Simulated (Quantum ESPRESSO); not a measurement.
**CrO2: magnetism against a distortion at fixed volume**

How does a distortion at fixed volume change the magnetic state of CrO2?

Method: PBE; plane waves with GBRV 1.5 PBE potentials, no spin-orbit coupling, in Quantum ESPRESSO 7.5.

### Step 1. Set-up

It takes space group P4_2/mnm (No. 136, tetragonal). Conventional cell: a = 4.421 Å, b = 4.421 Å, c = 2.917 Å, α = 90.00°, β = 90.00°, γ = 90.00°. Nearest to Cr lie 6 O at 1.89 to 1.91 Å. Nearest to O lie 3 Cr at 1.89 to 1.91 Å. Farther neighbours and most contacts between anions are not listed.

As a file:

```cif
data_structure
_symmetry_space_group_name_H-M 'P 1'
_symmetry_Int_Tables_number 1
_cell_length_a 4.4210
_cell_length_b 4.4210
_cell_length_c 2.9170
_cell_angle_alpha 90.000
_cell_angle_beta 90.000
_cell_angle_gamma 90.000
_cell_volume 57.01
loop_
_atom_site_label
_atom_site_type_symbol
_atom_site_fract_x
_atom_site_fract_y
_atom_site_fract_z
_atom_site_occupancy
Cr1 Cr 0.00000 0.00000 0.00000 1
Cr2 Cr 0.50000 0.50000 0.50000 1
O3 O 0.30300 0.30300 0.00000 1
O4 O 0.69700 0.69700 0.00000 1
O5 O 0.80300 0.19700 0.50000 1
O6 O 0.19700 0.80300 0.50000 1
```

The lattice constants were typed from memory of published values and not checked against a source.

### Step 2. Factor along z 0.92, ferro ++

Lengths along Cartesian z scale by the factor and those normal to it by its inverse root. Atoms keep their fractional places. Seeded atoms are those given a starting moment.

Contents of pw.in:

```
&CONTROL
  calculation = 'scf'
  prefix = 'pwscf'
  outdir = './tmp'
  pseudo_dir = './pseudo'
  disk_io = 'nowf'
  tprnfor = .true.
  tstress = .true.
/
&SYSTEM
  ibrav = 0
  celldm(1) = 8
  nat = 6
  ntyp = 2
  ecutwfc = 40
  ecutrho = 280
  nbnd = 39
  occupations = 'smearing'
  smearing = 'fd'
  degauss = 0.00367493
  nspin = 2
  starting_magnetization(1) = 0.2143
  starting_magnetization(2) = 0
/
&ELECTRONS
  conv_thr = 1.2d-08
  electron_maxstep = 150
  mixing_beta = 0.3
/
ATOMIC_SPECIES
Cr     51.9961 cr_pbe_v1.5.uspp.F.UPF
O      15.9990 o_pbe_v1.2.uspp.F.UPF
CELL_PARAMETERS alat
   1.0887683340673    0.0000000000000    0.0000000000000
   0.0000000000000    1.0887683340673    0.0000000000000
   0.0000000000000    0.0000000000000    0.6339180771363
ATOMIC_POSITIONS crystal
Cr      0.0000000000    0.0000000000    0.0000000000
Cr      0.5000000000    0.5000000000    0.5000000000
O       0.3030000000    0.3030000000    0.0000000000
O       0.6970000000    0.6970000000    0.0000000000
O       0.8030000000    0.1970000000    0.5000000000
O       0.1970000000    0.8030000000    0.5000000000
K_POINTS automatic
6 6 10 0 0 0
```

On the command line:

```bash
OMP_NUM_THREADS=1 mpirun -n 4 pw.x -nk 4 -in pw.in > pw.out
```

Log:

```text
Program PWSCF v.7.5 starts

     Message from routine setup:
     using ibrav=0 with symmetry is DISCOURAGED, use correct ibrav instead

     K-points division:     npool     =       4
     Subspace diagonalization in iterative solution of the eigenvalue problem:

     bravais-lattice index     =            0
     lattice parameter (alat)  =       8.0000  a.u.
     unit-cell volume          =     384.7460 (a.u.)^3
     number of atoms/cell      =            6
     number of atomic types    =            2
     number of electrons       =        52.00
     number of Kohn-Sham states=           39
     kinetic-energy cutoff     =      40.0000  Ry
     charge density cutoff     =     280.0000  Ry
     scf convergence threshold =      1.2E-08
     mixing beta               =       0.3000
     number of iterations used =            8  plain     mixing
     Exchange-correlation= SLA  PW   PBE  PBE
                           (   1   4   3   4   0   0   0)

     celldm(1)=   8.000000  celldm(2)=   0.000000  celldm(3)=   0.000000
     celldm(4)=   0.000000  celldm(5)=   0.000000  celldm(6)=   0.000000

     crystal axes: (cart. coord. in units of alat)
               a(1) = (   1.088768   0.000000   0.000000 )
               a(2) = (   0.000000   1.088768   0.000000 )
               a(3) = (   0.000000   0.000000   0.633918 )

     reciprocal axes: (cart. coord. in units 2 pi/alat)
               b(1) = (  0.918469  0.000000  0.000000 )
               b(2) = (  0.000000  0.918469  0.000000 )
               b(3) = (  0.000000  0.000000  1.577491 )

     PseudoPot. # 1 for Cr read from file:
     cr_pbe_v1.5.uspp.F.UPF
     Pseudo is Ultrasoft + core correction, Zval = 14.0

     PseudoPot. # 2 for O  read from file:
     o_pbe_v1.2.uspp.F.UPF
     Pseudo is Ultrasoft + core correction, Zval =  6.0

     atomic species   valence    mass     pseudopotential
     Cr               14.00    51.99610     Cr( 1.00)
     O                 6.00    15.99900     O ( 1.00)

     Starting magnetic structure
     atomic species   magnetization
     Cr              0.214
     O               0.000

     16 Sym. Ops., with inversion, found ( 8 have fractional translation)

   Cartesian axes

     site n.     atom                  positions (alat units)
         1        Cr     tau(   1) = (   0.0000000   0.0000000   0.0000000  )
         2        Cr     tau(   2) = (   0.5443842   0.5443842   0.3169590  )
         3        O      tau(   3) = (   0.3298968   0.3298968   0.0000000  )
         4        O      tau(   4) = (   0.7588715   0.7588715   0.0000000  )
         5        O      tau(   5) = (   0.8742810   0.2144874   0.3169590  )
         6        O      tau(   6) = (   0.2144874   0.8742810   0.3169590  )

     number of k points=    60  Fermi-Dirac smearing, width (Ry)=  0.0037
                       cart. coord. in units 2pi/alat
        k(    1) = (   0.0000000   0.0000000   0.0000000), wk =   0.0027778
        k(    2) = (   0.0000000   0.0000000   0.1577491), wk =   0.0055556
        k(    3) = (   0.0000000   0.0000000   0.3154982), wk =   0.0055556
        k(    4) = (   0.0000000   0.0000000   0.4732473), wk =   0.0055556
        k(    5) = (   0.0000000   0.0000000   0.6309964), wk =   0.0055556
        [... 55 further k-points ...]

     Dense  grid:    30495 G-vectors     FFT dimensions: (  48,  48,  30)

     Smooth grid:    13161 G-vectors     FFT dimensions: (  36,  36,  24)

     Check: negative core charge=   -0.000007
     Generating pointlists ...
     new r_m :   0.1810 (alat units)  1.4478 (a.u.) for type    1
     new r_m :   0.1810 (alat units)  1.4478 (a.u.) for type    2

     Initial potential from superposition of free atoms

     starting charge      50.0000, renormalised to      52.0000

     negative rho (up, down):  2.245E-03 1.446E-03
     Starting wfcs are   36 randomized atomic wfcs +    3 random wfcs

     Self-consistent Calculation

     iteration #  1     ecut=    40.00 Ry     beta= 0.30
     Davidson diagonalization with overlap
     ethr =  1.00E-02,  avg # of iterations =  6.0

     negative rho (up, down):  2.029E-03 2.314E-03

     total energy              =    -479.58189436 Ry
     estimated scf accuracy    <       3.44439685 Ry

     total magnetization       =     4.00 Bohr mag/cell
     absolute magnetization    =     4.11 Bohr mag/cell

     iteration #  2     ecut=    40.00 Ry     beta= 0.30
     Davidson diagonalization with overlap
     ethr =  6.62E-03,  avg # of iterations =  1.6

     negative rho (up, down):  1.519E-03 2.454E-03

     total energy              =    -480.08665377 Ry
     estimated scf accuracy    <       1.65354103 Ry

     total magnetization       =     3.87 Bohr mag/cell
     absolute magnetization    =     4.51 Bohr mag/cell

     [... further iterations left out ...]

     iteration # 11     ecut=    40.00 Ry     beta= 0.30
     Davidson diagonalization with overlap
     ethr =  4.41E-10,  avg # of iterations =  2.0

     negative rho (up, down):  8.042E-05 4.719E-03

     total energy              =    -480.40991647 Ry
     estimated scf accuracy    <       0.00000006 Ry

     total magnetization       =     4.00 Bohr mag/cell
     absolute magnetization    =     4.39 Bohr mag/cell

     iteration # 12     ecut=    40.00 Ry     beta= 0.30
     Davidson diagonalization with overlap
     ethr =  1.17E-10,  avg # of iterations =  1.4

     negative rho (up, down):  8.025E-05 4.719E-03

     Magnetic moment per site  (integrated on atomic sphere of radius R)
     atom   1 (R=0.181)  charge= 10.4853  magn=  1.6744
     atom   2 (R=0.181)  charge= 10.4853  magn=  1.6744
     atom   3 (R=0.181)  charge=  5.1700  magn= -0.0392
     atom   4 (R=0.181)  charge=  5.1700  magn= -0.0392
     atom   5 (R=0.181)  charge=  5.1700  magn= -0.0392
     atom   6 (R=0.181)  charge=  5.1700  magn= -0.0392

     End of self-consistent calculation

     Number of k-points >= 100: set verbosity='high' to print the bands.

     the Fermi energy is    10.9610 ev

!    total energy              =    -480.40991677 Ry
     estimated scf accuracy    <          2.8E-09 Ry
     smearing contrib. (-TS)   =      -0.00190378 Ry
     internal energy E=F+TS    =    -480.40801299 Ry

     The total energy is F=E-TS. E is the sum of the following terms:
     one-electron contribution =    -212.13329195 Ry
     hartree contribution      =     132.44261334 Ry
     xc contribution           =     -74.05722684 Ry
     ewald contribution        =    -326.66010754 Ry

     total magnetization       =     4.00 Bohr mag/cell
     absolute magnetization    =     4.39 Bohr mag/cell

     convergence has been achieved in  12 iterations

     negative rho (up, down):  8.025E-05 4.719E-03

     Forces acting on atoms (cartesian axes, Ry/au):

     atom    1 type  1   force =     0.00000000    0.00000000    0.00000000
     atom    2 type  1   force =     0.00000000    0.00000000    0.00000000
     atom    3 type  2   force =    -0.01006192   -0.01006192   -0.00000000
     atom    4 type  2   force =     0.01006192    0.01006192   -0.00000000
     atom    5 type  2   force =    -0.01006192    0.01006192    0.00000000
     atom    6 type  2   force =     0.01006192   -0.01006192    0.00000000

     Total force =     0.028459     Total SCF correction =     0.000029

     Computing stress (Cartesian axis) and pressure

     negative rho (up, down):  8.025E-05 4.719E-03
          total   stress  (Ry/bohr**3)                   (kbar)     P=       89.71
  -0.00014578   0.00000000   0.00000000          -21.45        0.00        0.00
   0.00000000  -0.00014578   0.00000000            0.00      -21.45        0.00
   0.00000000   0.00000000   0.00212109            0.00        0.00      312.02

=------------------------------------------------------------------------------=
   JOB DONE.
=------------------------------------------------------------------------------=
```

The job ended after 67 s (4 MPI ranks of Arm Neoverse N1, shared host; peak memory 0.46 GiB).

Spin moment in the atom's sphere by atom:

```csv
atom,spin moment in the atom's sphere (μB)
Cr1,1.67
Cr2,1.67
O3,-0.04
O4,-0.04
O5,-0.04
O6,-0.04
```

Numbers from this step:

* smearing term TS: 0.02590 eV
* pressure: 8.971 GPa
* magnetization: 4 μB
* absolute magnetization: 4.393 μB
* final state: ferromagnetic

### Step 3. Factor along z 0.92, antiferro +-

Changes to pw.in since step 2:

```diff
@@ -13,6 +13,6 @@
   nat = 6
-  ntyp = 2
+  ntyp = 3
   ecutwfc = 40
   ecutrho = 280
-  nbnd = 39
+  nbnd = 36
   occupations = 'smearing'
@@ -22,3 +22,4 @@
   starting_magnetization(1) = 0.2143
-  starting_magnetization(2) = 0
+  starting_magnetization(2) = -0.2143
+  starting_magnetization(3) = 0
 /
@@ -30,3 +31,4 @@
 ATOMIC_SPECIES
-Cr     51.9961 cr_pbe_v1.5.uspp.F.UPF
+Cr1    51.9961 cr_pbe_v1.5.uspp.F.UPF
+Cr2    51.9961 cr_pbe_v1.5.uspp.F.UPF
 O      15.9990 o_pbe_v1.2.uspp.F.UPF
@@ -37,4 +39,4 @@
 ATOMIC_POSITIONS crystal
-Cr      0.0000000000    0.0000000000    0.0000000000
-Cr      0.5000000000    0.5000000000    0.5000000000
+Cr1     0.0000000000    0.0000000000    0.0000000000
+Cr2     0.5000000000    0.5000000000    0.5000000000
 O       0.3030000000    0.3030000000    0.0000000000
```

Log:

```text
     [... lines left out ...]
Program PWSCF v.7.5 starts
     [... lines left out ...]
     number of atoms/cell      =            6
     [... lines left out ...]
     number of electrons       =        52.00
     number of Kohn-Sham states=           36
     kinetic-energy cutoff     =      40.0000  Ry
     charge density cutoff     =     280.0000  Ry
     scf convergence threshold =      1.2E-08
     [... lines left out ...]
      8 Sym. Ops., with inversion, found
     [... lines left out ...]
     number of k points=    78  Fermi-Dirac smearing, width (Ry)=  0.0037
     [... lines left out ...]
     iteration # 17     ecut=    40.00 Ry     beta= 0.30
     [... lines left out ...]
     Magnetic moment per site  (integrated on atomic sphere of radius R)
     atom   1 (R=0.181)  charge= 10.4806  magn=  1.3825
     atom   2 (R=0.181)  charge= 10.4837  magn= -1.3831
     atom   3 (R=0.181)  charge=  5.1632  magn=  0.0074
     atom   4 (R=0.181)  charge=  5.1632  magn=  0.0074
     atom   5 (R=0.181)  charge=  5.1654  magn= -0.0075
     atom   6 (R=0.181)  charge=  5.1654  magn= -0.0075
     [... lines left out ...]
     the Fermi energy is    10.8643 ev
!    total energy              =    -480.39940011 Ry
     estimated scf accuracy    <          9.5E-09 Ry
     smearing contrib. (-TS)   =      -0.00297613 Ry
     [... lines left out ...]
     total magnetization       =    -0.00 Bohr mag/cell
     absolute magnetization    =     3.56 Bohr mag/cell
     convergence has been achieved in  17 iterations
     [... lines left out ...]
     Total force =     0.039655     Total SCF correction =     0.000203
     [... lines left out ...]
          total   stress  (Ry/bohr**3)                   (kbar)     P=       58.89
     [... lines left out ...]
```

Wall time 1.8 min (4 MPI ranks); peak memory 0.49 GiB.

Spin moment in the atom's sphere by atom:

```csv
atom,spin moment in the atom's sphere (μB)
Cr1,1.38
Cr2,-1.38
O3,0.01
O4,0.01
O5,-0.01
O6,-0.01
```

This step gave:

| Quantity | Value |
| --- | --- |
| smearing term TS | 0.04049 eV |
| pressure | 5.889 GPa |
| magnetization | 0 μB |
| absolute magnetization | 3.555 μB |
| final state | antiferromagnetic |

### Step 4. Factor along z 0.92, no spin polarisation

Changes to pw.in since step 3:

```diff
@@ -13,3 +13,3 @@
   nat = 6
-  ntyp = 3
+  ntyp = 2
   ecutwfc = 40
@@ -20,6 +20,2 @@
   degauss = 0.00367493
-  nspin = 2
-  starting_magnetization(1) = 0.2143
-  starting_magnetization(2) = -0.2143
-  starting_magnetization(3) = 0
 /
@@ -31,4 +27,3 @@
 ATOMIC_SPECIES
-Cr1    51.9961 cr_pbe_v1.5.uspp.F.UPF
-Cr2    51.9961 cr_pbe_v1.5.uspp.F.UPF
+Cr     51.9961 cr_pbe_v1.5.uspp.F.UPF
 O      15.9990 o_pbe_v1.2.uspp.F.UPF
@@ -39,4 +34,4 @@
 ATOMIC_POSITIONS crystal
-Cr1     0.0000000000    0.0000000000    0.0000000000
-Cr2     0.5000000000    0.5000000000    0.5000000000
+Cr      0.0000000000    0.0000000000    0.0000000000
+Cr      0.5000000000    0.5000000000    0.5000000000
 O       0.3030000000    0.3030000000    0.0000000000
```

Log:

```text
     [... lines left out ...]
Program PWSCF v.7.5 starts
     [... lines left out ...]
     number of atoms/cell      =            6
     [... lines left out ...]
     number of electrons       =        52.00
     number of Kohn-Sham states=           36
     kinetic-energy cutoff     =      40.0000  Ry
     charge density cutoff     =     280.0000  Ry
     scf convergence threshold =      1.2E-08
     [... lines left out ...]
     16 Sym. Ops., with inversion, found ( 8 have fractional translation)
     [... lines left out ...]
     number of k points=    60  Fermi-Dirac smearing, width (Ry)=  0.0037
     [... lines left out ...]
     iteration # 12     ecut=    40.00 Ry     beta= 0.30
     [... lines left out ...]
     the Fermi energy is    11.1093 ev
!    total energy              =    -480.36830391 Ry
     estimated scf accuracy    <          8.8E-09 Ry
     smearing contrib. (-TS)   =      -0.00398858 Ry
     [... lines left out ...]
     convergence has been achieved in  12 iterations
     [... lines left out ...]
     Total force =     0.078205     Total SCF correction =     0.000028
     [... lines left out ...]
          total   stress  (Ry/bohr**3)                   (kbar)     P=       -2.60
     [... lines left out ...]
```

Run time: 31 s. Hardware: 4 MPI ranks; peak memory 0.38 GiB.

This step gave:

```
smearing term TS : 0.05427 eV
pressure         : -0.2597 GPa
final state      : non-magnetic (no spin polarisation)
```

### Step 5. Factor along z 1.08, ferro ++

Changes to pw.in since step 4:

```diff
@@ -16,3 +16,3 @@
   ecutrho = 280
-  nbnd = 36
+  nbnd = 39
   occupations = 'smearing'
@@ -20,2 +20,5 @@
   degauss = 0.00367493
+  nspin = 2
+  starting_magnetization(1) = 0.2143
+  starting_magnetization(2) = 0
 /
@@ -30,5 +33,5 @@
 CELL_PARAMETERS alat
-   1.0887683340673    0.0000000000000    0.0000000000000
-   0.0000000000000    1.0887683340673    0.0000000000000
-   0.0000000000000    0.0000000000000    0.6339180771363
+   1.0048876694399    0.0000000000000    0.0000000000000
+   0.0000000000000    1.0048876694399    0.0000000000000
+   0.0000000000000    0.0000000000000    0.7441646992470
 ATOMIC_POSITIONS crystal
```

Log:

```text
     [... lines left out ...]
Program PWSCF v.7.5 starts
     [... lines left out ...]
     number of atoms/cell      =            6
     [... lines left out ...]
     number of electrons       =        52.00
     number of Kohn-Sham states=           39
     kinetic-energy cutoff     =      40.0000  Ry
     charge density cutoff     =     280.0000  Ry
     scf convergence threshold =      1.2E-08
     [... lines left out ...]
     16 Sym. Ops., with inversion, found ( 8 have fractional translation)
     [... lines left out ...]
     number of k points=    60  Fermi-Dirac smearing, width (Ry)=  0.0037
     [... lines left out ...]
     iteration # 14     ecut=    40.00 Ry     beta= 0.30
     [... lines left out ...]
     Magnetic moment per site  (integrated on atomic sphere of radius R)
     atom   1 (R=0.178)  charge= 10.3527  magn=  1.7081
     atom   2 (R=0.178)  charge= 10.3527  magn=  1.7081
     atom   3 (R=0.178)  charge=  5.0612  magn= -0.0863
     atom   4 (R=0.178)  charge=  5.0612  magn= -0.0863
     atom   5 (R=0.178)  charge=  5.0612  magn= -0.0863
     atom   6 (R=0.178)  charge=  5.0612  magn= -0.0863
     [... lines left out ...]
     the Fermi energy is    10.8764 ev
!    total energy              =    -480.41495087 Ry
     estimated scf accuracy    <          6.5E-10 Ry
     smearing contrib. (-TS)   =      -0.00055173 Ry
     [... lines left out ...]
     total magnetization       =     4.00 Bohr mag/cell
     absolute magnetization    =     4.80 Bohr mag/cell
     convergence has been achieved in  14 iterations
     [... lines left out ...]
     Total force =     0.023241     Total SCF correction =     0.000016
     [... lines left out ...]
          total   stress  (Ry/bohr**3)                   (kbar)     P=       21.49
     [... lines left out ...]
```

It took 73 s on 4 MPI ranks; peak memory 0.47 GiB.

Numbers from this step:

```
smearing term TS       : 0.007507 eV
pressure               : 2.149 GPa
magnetization          : 4 μB
absolute magnetization : 4.796 μB
final state            : ferromagnetic
largest moment         : 1.708 μB
```

### Step 6. Trends

The runs not shown differ from these in the moved quantity alone.

States, by row:

```csv
tetragonal,ferro ++,antiferro +-,no spin polarisation
0.92,ferromagnetic,antiferromagnetic,non-magnetic
0.95,ferromagnetic,antiferromagnetic,non-magnetic
0.98,ferromagnetic,antiferromagnetic,non-magnetic
1,ferromagnetic,antiferromagnetic,non-magnetic
1.02,ferromagnetic,antiferromagnetic,non-magnetic
1.05,ferromagnetic,antiferromagnetic,non-magnetic
1.08,ferromagnetic,antiferromagnetic,non-magnetic
```

Largest site moment against tetragonal:

```csv
tetragonal (factor),ferro ++ (μB),antiferro +- (μB)
0.9200,1.67,1.38
0.9500,1.72,1.50
0.9800,1.74,1.52
1.0000,1.75,1.52
1.0200,1.74,1.51
1.0500,1.73,1.49
1.0800,1.71,1.48
```

The energy less that of the parallel start by tetragonal; values in meV a seeded atom:

```csv
tetragonal (factor),antiferro +-,no spin polarisation
0.9200,71.5,283
0.9500,121,422
0.9800,151,553
1.0000,167,630
1.0200,178,692
1.0500,189,752
1.0800,192,778
```

Table of energy over the lowest by tetragonal; values in meV an atom:

```csv
tetragonal (factor),ferro ++,antiferro +-,no spin polarisation
0.9200,82.6,106,177
0.9500,30.6,70.9,171
0.9800,4.25,54.6,189
1.0000,0,55.5,210
1.0200,5.40,64.7,236
1.0500,29.6,92.5,280
1.0800,71.2,135,331
```

### Step 7. Results

| Property | Result |
| --- | --- |
| moment, parallel start | 1.67 to 1.75 μB |
| states met from these starts | antiferromagnetic and ferromagnetic |

In words: The moment of the parallel start goes from 1.67 μB at 0.92 to 1.71 μB at 1.08, by way of 1.75 μB. The net moment of the cell goes from 4 to 4 μB. The radius of the spheres follows the nearest distance, so part of the change of the site moments is the spheres'. The largest moment of the start antiferro +- lies between 1.38 and 1.52 μB. The start antiferro +- lies over the parallel one at every finished point, by 71.5 to 192 meV a seeded atom. No Hubbard term acts here. In such compounds local and semilocal functionals without one often delocalise the d electrons, and can shrink or lose moments and miss the size, sign and order of the couplings. The smearing term is large for its width, so states at the Fermi level are partly filled: at this level the cell is a metal or has a gap of a few widths at most.

[Logs and program files are shortened in this print: banners, set-up blocks, solver, clock and traceback lines can be left out without a mark of their own.]

[Logs are printed without paths, hosts, clocks, repeated set-up lines and the standing remarks that a program may print on its own settings, such as how far it seeks lower states.]

[Hosts, paths, dates, database ids (printed as entryN), source tags and the programs' standing remarks are cut or masked in the printed files.]

[Where a cell is said to come from a database of computed structures, the database is the Materials Project.]
